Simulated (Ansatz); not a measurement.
# LuPd (Pm-3m): the cell at rest

Wanted: the relaxed cell of LuPd (Pm-3m).

Calculated with Ansatz 0.2.0; DFT PBEsol, scalar-relativistic, plane waves, PAW; PAW set soft_1.

## Step 1: Starting point

The structure is cubic, space group Pm-3m (No. 221). The conventional cell has a = 3.415 Å, b = 3.415 Å, c = 3.415 Å, α = 90.00°, β = 90.00°, γ = 90.00°. Lu has 8 Pd at 2.96 Å nearest. Pd has 8 Lu at 2.96 Å nearest. Farther neighbours are not listed.

## Step 2: Probe on a coarse mesh

First a cheap look: the gap decides the mesh and the occupations, the pressure tells how far the cell has to move.

input.yaml reads:

```yaml
crystal:
  lattice:
    - [3.415, 0.0, 0.0]
    - [0.0, 3.415, 0.0]
    - [0.0, 0.0, 3.415]
  atoms:
    - { symbol: Lu, position: [0.0, 0.0, 0.0] }
    - { symbol: Pd, position: [0.5, 0.5, 0.5] }
kpoints:
  mp_grid: { grid: [6, 6, 6] }
hamiltonian:
  xc: pbesol
  pseudopotentials: { kind: paw, azcp: { folder: soft_1 }, xc_functional: pbe }
scf:
  occupations: { method: gaussian, width: 0.1 }
output:
  forces: true
  stress: true
  eigenvalues: true
```

Launch:

```console
ansatz run input.yaml --threads 4 --pin off --max-ram 10240MiB --backend cpu --events-out ev --progress --plain --runs-dir out
```

Numbers of over 12 decimals in the logs are rounded to 6 here.

The log of the run:

```text
Engine: ansatz 0.2.0, x86_64-unknown-linux-gnu
Pseudopotentials: kind: paw
Pseudopotential: Lu, paw, valence charge 25, recommended cutoff 420 eV (normal), soft_1/Lu.paw.azcp
Pseudopotential: Pd, paw, valence charge 18, recommended cutoff 420 eV (normal), soft_1/Pd.paw.azcp
Functional definition: PBEsol
  exchange = pbesol_x
  correlation = pbesol_c
Crystal: 2 atoms, lattice volume = 39.826 Å³
[...]
--- Band table (eV; the first three rows and the last of 20) ---
  k-point 0: bands = [... 18 lower, 14.8061, 14.8061, 14.8061, 19.3915, 19.3915, 23.5611, 23.5611, 23.5611]
  k-point 1: bands = [... 18 lower, 14.7726, 14.7726, 14.8848, 19.1029, 19.3270, 21.9432, 21.9432, 23.4022]
  k-point 2: bands = [... 18 lower, 14.7168, 14.7168, 15.0445, 18.1073, 18.4753, 20.5064, 20.5064, 23.0849]
  k-point 19: bands = [... 18 lower, 15.6203, 15.6203, 16.5058, 16.5058, 16.5058, 22.0739, 24.7757, 24.7757]
[key lines of the parts left out:]
SCF converged after 11 iterations
Free energy (F): -21520.645548 eV
Fermi energy:    17.955823 eV
P = ⅓ Tr σ = -2.8516 GPa (-28.516 kbar)
```

It took 1.9 s on 4 threads of Intel Xeon Platinum 8488C (Sapphire Rapids), shared host; peak memory 0.38 GiB; 3.1 s of CPU time.

This step gave:

| Property | Result |
| --- | --- |
| pressure | -2.852 GPa |
| volume per atom | 19.91 Å³ |
| gap on the k-mesh | 0 eV |

The coarse mesh shows no gap and a pressure of -2.9 GPa.

## Step 3: Bringing the structure to rest

The cell and atoms are relaxed, since residual forces and stress would shift the frequencies.

input.yaml, the sections that differ from step 2:

```yaml
kpoints:
  mp_grid: { grid: [12, 12, 12] }
output:
  forces: true
  stress: true
  eigenvalues: true
  write_density: true
  write_potential: true
  elf: true
  volumetric_format: npy
relax:
  adjacent_minimum: "off"
  f_tol: 0.005
  max_steps: 80
  cell: { stress_tol: 0.05 }
# crystal, hamiltonian, scf: as in step 2
```

The log of the run:

```text
[...]
Crystal: 2 atoms, lattice volume = 39.826 Å³
Basis set: ecut = 420 eV, 751 PW (Γ), exchange–correlation on 48×48×48 points (8 copies of the dense FFT grid, shifted against one another)
Bands: 26, of which v1, the nominal top of the filled ones, is band 22 counted from 1 (21 counted from 0)
Symmetry: 48 space group operations
[...]
k-points: 84 of 1728
[...]
SCF iter   1: F=—  HF=-21539.578313 eV  |F-HF|=—  |Δ(HF+E_count)|=         —  Δρ=5.27e-1  dr2=1.98e2  ethr=3.10e-3  ⟨swp⟩=6.0  Hψ=10078  notcnv=0
[...]
SCF iter  12: F=-21520.615825 eV  HF=-21520.615825 eV  |F-HF|=1.05e-7  |Δ(HF+E_count)|=   1.95e-7  Δρ=1.63e-5  dr2=6.50e-8  ethr=2.33e-10  ⟨swp⟩=13.9  Hψ=25079  notcnv=0
SCF 1 converged in 12 iterations: F = -21520.615825 eV  dr2 = 6.50e-8
[...]
relax step   1: F+E_penalty+E_count = -21520.61582467 eV  Δ(F+E_penalty+E_count) = +0.000e0 eV  max|allowed force component| = 2.104e-29 eV/Å  Δτ_max = 0.0000 Å  P = -2.416 GPa  Ω = 39.826 Å³  (12 SCF iters, dr2 threshold 1.00e-7 eV, accepted)
Crystal: 2 atoms, lattice volume = 37.766 Å³
Basis set: ecut = 420 eV, 739 PW (Γ), exchange–correlation on 48×48×48 points (8 copies of the dense FFT grid, shifted against one another)
[...]
iter 1 solved again at ethr=4.73e-4 eV; its pass at ethr=3.10e-3 eV (dr2=2.03e-1 eV) is discarded
[...]
SCF iter   8: F=-21520.609981 eV  HF=-21520.609981 eV  |F-HF|=4.60e-8  |Δ(HF+E_count)|=   9.99e-6  Δρ=1.92e-5  dr2=1.01e-7  ethr=4.65e-10  ⟨swp⟩=15.3  Hψ=29309  notcnv=0
SCF 2 converged in 8 iterations: F = -21520.609981 eV  dr2 = 1.01e-7
  Residual-converged pass: ⟨swp⟩=1.2  Hψ=2543  notcnv=0  max |occ|·‖R‖ = 7.0e-9 eV (tolerance 1.0e-8 eV)  dr2=1.01e-7  dr2_onsite=7.28e-8  max |Δocc| = 6.8e-12
relax step   2: F+E_penalty+E_count = -21520.60998050 eV  Δ(F+E_penalty+E_count) = +5.844e-3 eV  max|allowed force component| = 1.867e-29 eV/Å  Δτ_max = 0.0000 Å  P = +3.732 GPa  Ω = 37.766 Å³  energy of the carried Pulay correction = +7.253e-4 eV  (8 SCF iters, dr2 threshold 2.00e-7 eV, rejected (line search))
Crystal: 2 atoms, lattice volume = 38.991 Å³
[...]
SCF iter  12: F=-21520.622879 eV  HF=-21520.622879 eV  |F-HF|=3.64e-12  |Δ(HF+E_count)|=  2.18e-11  Δρ=1.47e-7  dr2=5.53e-12  ethr=1.00e-12  ⟨swp⟩=10.8  Hψ=16498  notcnv=0
SCF 3 converged in 12 iterations: F = -21520.622879 eV  dr2 = 5.53e-12
relax step   3: F+E_penalty+E_count = -21520.62287925 eV  Δ(F+E_penalty+E_count) = -7.055e-3 eV  max|allowed force component| = 2.367e-30 eV/Å  Δτ_max = 0.0000 Å  P = -0.133 GPa  Ω = 38.991 Å³  energy of the carried Pulay correction = +2.897e-4 eV  (12 SCF iters, accepted)
[...]
relax step   4: F+E_penalty+E_count = -21520.62291395 eV  Δ(F+E_penalty+E_count) = -3.470e-5 eV  max|allowed force component| = 6.311e-30 eV/Å  Δτ_max = 0.0000 Å  P = -0.002 GPa  Ω = 38.945 Å³  energy of the carried Pulay correction = +3.055e-4 eV  (6 SCF iters, dr2 threshold 4.39e-8 eV, accepted)
[...]
SCF iter   7: F=-21520.622608 eV  HF=-21520.622608 eV  |F-HF|=0.00e0  |Δ(HF+E_count)|=  3.64e-12  Δρ=6.81e-8  dr2=1.88e-12  ethr=1.00e-12  ⟨swp⟩=7.1  Hψ=12674  notcnv=0
SCF 5 converged in 7 iterations: F = -21520.622608 eV  dr2 = 1.88e-12
relax step   5: F+E_penalty+E_count = -21520.62260753 eV  Δ(F+E_penalty+E_count) = +3.064e-4 eV  max|allowed force component| = 9.203e-31 eV/Å  Δτ_max = 0.0000 Å  P = -0.003 GPa  Ω = 38.945 Å³  stress off target by 2.61e-3 GPa  SCF on the basis re-selected at this cell (its energy is not comparable with the rows above)  (7 SCF iters)
basis re-selected at this cell: Δ(F+E_penalty+E_count) = +3.064e-4 eV, ΔP = -0.001 GPa vs the last step (what re-selecting the basis moved, of the pressure what is left beyond the Pulay correction that the steps carried, after the strain that the cell walked since its last selection, with what the two solves' SCF thresholds leave and, on support functions, any second-order correction that the steps lacked; it is no m [...]
SCF converged after 7 iterations
Free energy (F): -21520.622608 eV
[...]
Internal energy: -21520.615247 eV  (E = F + TS)
E sigma→0 (E₀):  -21520.618927 eV
Entropy (-TS):   -0.007360 eV (-3.680 meV/atom)
Fermi energy:    18.192225 eV
[...]
--- Stress (GPa, compression-positive) ---
       -0.002611       0.000000      -0.000000
        0.000000      -0.002611      -0.000000
       -0.000000      -0.000000      -0.002611
  P = ⅓ Tr σ = -0.0026 GPa (-0.026 kbar)
--- Band table (eV; the first three rows and the last of 84) ---
  k-point 0: bands = [... 18 lower, 15.2477, 15.2477, 15.2477, 19.8909, 19.8909, 24.1528, 24.1528, 24.1528]
  k-point 1: bands = [... 18 lower, 15.2388, 15.2388, 15.2702, 19.8102, 19.9013, 23.4591, 23.4591, 24.1076]
  k-point 2: bands = [... 18 lower, 15.2161, 15.2161, 15.3319, 19.5848, 19.8389, 22.4844, 22.4844, 23.9843]
  k-point 83: bands = [... 18 lower, 16.0996, 16.0996, 16.9151, 16.9151, 16.9151, 22.6757, 25.3927, 25.3927]
--- Relaxed structure (4 steps of the walk, 3 accepted, 1 SCFs on fresh bases) ---
  F+E_penalty+E_count = -21520.62260753 eV   max|allowed force component| = 9.203e-31 eV/Å   (the final SCF, on the basis selected at the relaxed cell)
  cell:  # Å, volume = 38.9455 Å³
    - [3.389631, 0, 0]
    - [0, 3.389631, 0]
    - [0, 0, 3.389631]
  atoms:
    - { symbol: Lu, position: [0, 0, 0] }
    - { symbol: Pd, position: [0.5, 0.5, 0.5] }
```

Run time: 7.5 s. Hardware: 4 threads; peak memory 0.49 GiB.

The steps of the relaxation:

```
step  energy less that of the first step (eV)  largest force component (eV/Å)  pressure (GPa)  volume (Å³)
   1                                   0.0000                          0.0000           -2.42        39.83
   2                                   0.0058                          0.0000            3.73        37.77
   3                                  -0.0071                          0.0000           -0.13        38.99
   4                                  -0.0071                          0.0000            0.00        38.95
  5*                                  -0.0068                          0.0000            0.00        38.95
```

Relaxation steps marked * repeat the geometry before them on a plane-wave basis chosen anew for their cell, so energy and pressure can jump there. Relaxation step 2 was tried and not accepted.

Forces are held to the 48 operations that the run works with; a distortion that breaks them can't arise in this run.

```
conventional cell, symmetrised  before  after  change
                         a (Å)   3.415  3.390  -0.7 %
                         b (Å)   3.415  3.390  -0.7 %
                         c (Å)   3.415  3.390  -0.7 %
              volume (Å³/atom)   19.91  19.47  -2.2 %
```

The relaxed structure:

```xyz
2
Lattice="3.3896 0.0000 0.0000 0.0000 3.3896 0.0000 0.0000 0.0000 3.3896" Properties=species:S:1:pos:R:3 pbc="T T T"
Lu    0.0000    0.0000    0.0000
Pd    1.6948    1.6948    1.6948
```

This step gave:

```yaml
pressure: -0.002611 GPa
volume_per_atom: 19.47 Å³
```

Electrostatic potential energy in the ac plane at fractional y = 0.500, with atoms of Pd within 0.2 Å of it. With pseudopotentials it is smooth inside the atoms' cores, unlike the true potential.

Ten even steps from '_' (-51 eV) to '@' (21 eV):
```
@@@@@@@@@@@@@@@@@@@@@@@@@@@@@@@@@@
@@@@@@@@@@@@@@@@@@@@@@@@@@@@@@@@@@
@@@@@@@@@@@@@@@@@@@@@@@@@@@@@@@@@@
@@@@@@@@@@@@%%########%%@@@@@@@@@@
@@@@@@@@@@%%**++====++**%%@@@@@@@@
@@@@@@@@%%**==--::::--==**%%@@@@@@
@@@@@@@@##++--..____..--++##@@@@@@
@@@@@@@@##==::________::==##@@@@@@
@@@@@@@@##==::________::==##@@@@@@
@@@@@@@@##++--..____..--++##@@@@@@
@@@@@@@@%%**==--::::--==**%%@@@@@@
@@@@@@@@@@%%**++====++**%%@@@@@@@@
@@@@@@@@@@@@%%########%%@@@@@@@@@@
@@@@@@@@@@@@@@@@@@@@@@@@@@@@@@@@@@
@@@@@@@@@@@@@@@@@@@@@@@@@@@@@@@@@@
@@@@@@@@@@@@@@@@@@@@@@@@@@@@@@@@@@
@@@@@@@@@@@@@@@@@@@@@@@@@@@@@@@@@@
```
Columns run along a (3.4 Å; values clipped at the 3rd and 97th percentile), rows up along c (3.4 Å). Atoms in or near the plane, at fractional coordinates: Pd at (0.50, 0.50).

Valence density in the ac plane at fractional y = 0.500, with atoms of Pd within 0.2 Å of it. It is the smooth field of the valence electrons, not physical close to the nuclei.

Values in e/Å³, 14 rows by 14 columns, each cell a mean:
```
 0  0  0  0  0  0  0  0  0  0  0  0  0  0
 0  0  0  0  0  0  0  0  0  0  0  0  0  0
 0  0  0  0  0  1  1  1  1  0  0  0  0  0
 0  0  0  0  1  1  2  3  2  1  1  0  0  0
 0  0  0  1  1  4  6  7  6  3  1  0  0  0
 0  0  0  1  3  7 12 13 11  6  2  1  0  0
 0  0  0  1  3  9 14 16 13  7  3  1  0  0
 0  0  0  1  3  7 12 14 12  6  2  1  0  0
 0  0  0  1  2  4  7  9  7  4  1  1  0  0
 0  0  0  0  1  2  3  3  3  1  1  0  0  0
 0  0  0  0  0  1  1  1  1  1  0  0  0  0
 0  0  0  0  0  0  0  0  0  0  0  0  0  0
 0  0  0  0  0  0  0  0  0  0  0  0  0  0
 0  0  0  0  0  0  0  0  0  0  0  0  0  0
```
Columns run along a (3.4 Å), rows up along c (3.4 Å). Atoms in or near the plane, at fractional coordinates: Pd at (0.50, 0.50).

ELF in the ac plane at fractional y = 0.500, with atoms of Pd within 0.2 Å of it. It is the smooth field of the valence electrons, not physical close to the nuclei.

Ten even steps from '0' (0.10) to '9' (0.44):
```
00246666556666420
12356654444566532
44566544444456654
66665556776555666
76655689999865566
76545899889985456
66446996556996446
65447985445897445
65447985445897445
66446996556996446
76545899889985456
76655689999865566
66665556776555666
44566544444456654
12356654444566532
00246666556666420
00146776666776410
```
Columns run along a (3.4 Å), rows up along c (3.4 Å). Atoms in or near the plane, at fractional coordinates: Pd at (0.50, 0.50).

In this step the volume went from 19.91 to 19.47 Å³/atom.

## Step 4: Relaxing to small forces for the phonons

Phonons need a cell at rest on their own settings, so the relaxation is repeated with tight tolerances on forces and stress, using the mesh and the filling of the phonon run that follows.

input.yaml, the sections that differ from step 3:

```yaml
crystal:
  lattice:
    - [3.3896309063, 0.0, 0.0]
    - [0.0, 3.3896309063, 0.0]
    - [0.0, 0.0, 3.3896309063]
  atoms:
    - { symbol: Lu, position: [0.0, 0.0, 0.0] }
    - { symbol: Pd, position: [0.5, 0.5, 0.5] }
scf:
  occupations: { method: methfessel_paxton, width: 0.2 }
output:
  forces: true
  stress: true
  eigenvalues: true
relax:
  adjacent_minimum: "off"
  f_tol: 0.001
  max_steps: 60
  cell: { stress_tol: 0.01 }
# kpoints, hamiltonian: as in step 3
```

The log of the run:

```text
[...]
Crystal: 2 atoms, lattice volume = 38.945 Å³
Basis set: ecut = 420 eV, 751 PW (Γ), exchange–correlation on 48×48×48 points (8 copies of the dense FFT grid, shifted against one another)
Bands: 26, of which v1, the nominal top of the filled ones, is band 22 counted from 1 (21 counted from 0)
[... 1 set-up line as in the run before ...]
[...]
k-points: 84 of 1728
[...]
k-point 83: bands = [... 18 lower, 16.1036, 16.1036, 16.9174, 16.9174, 16.9174, 22.6794, 25.3959, 25.3959]
--- Relaxed structure (3 steps of the walk, 2 accepted, 1 SCFs on fresh bases) ---
[...]
cell:  # Å, volume = 38.9408 Å³
    - [3.389493, 0.0, 0.0]
    - [0.0, 3.389493, 0.0]
    - [0.0, 0.0, 3.389493]
  atoms:
    - { symbol: Lu, position: [0, 0, 0] }
    - { symbol: Pd, position: [0.5, 0.5, 0.5] }
[key lines of the parts left out:]
SCF converged after 9 iterations
Free energy (F): -21520.620822 eV
Fermi energy:    18.189184 eV
P = ⅓ Tr σ = 0.0001 GPa (0.001 kbar)
```

It took 5.6 s on 4 threads; peak memory 0.48 GiB.

Little changed from the start: no atom moved by 0.005 Å and no cell edge by 0.1 %.

This step gave:

```yaml
pressure: 8.96e-5 GPa
```

The forces vanish by symmetry and the pressure is 0.000 GPa, within the tolerances set. The cell now holds 19.47 Å³/atom.

## Step 5: What came out

* space group after relaxation (within 0.01 Å): Pm-3m
* lattice constant a: 3.389 Å
* lattice constant b: 3.389 Å
* lattice constant c: 3.389 Å
* volume per atom: 19.5 Å³

**Reading.** The forces vanish by symmetry and the pressure is 0.000 GPa, within the tolerances set. The cell now holds 19.47 Å³/atom. The relaxation keeps the symmetry of its start, so it says nothing on stability against lower symmetry. The runs are without spin polarisation, although the cell has an odd electron count. Spin-orbit coupling is left out, which can matter for the heavy elements here. The PAW files were made for PBE and serve the other functionals too.

[Logs are printed without paths, hosts, clocks, repeated set-up lines and the standing remarks that a program may print on its own settings, such as how far it seeks lower states.]

[Hosts, paths, dates, database ids (printed as entryN), source tags and the programs' standing remarks are cut or masked in the printed files.]
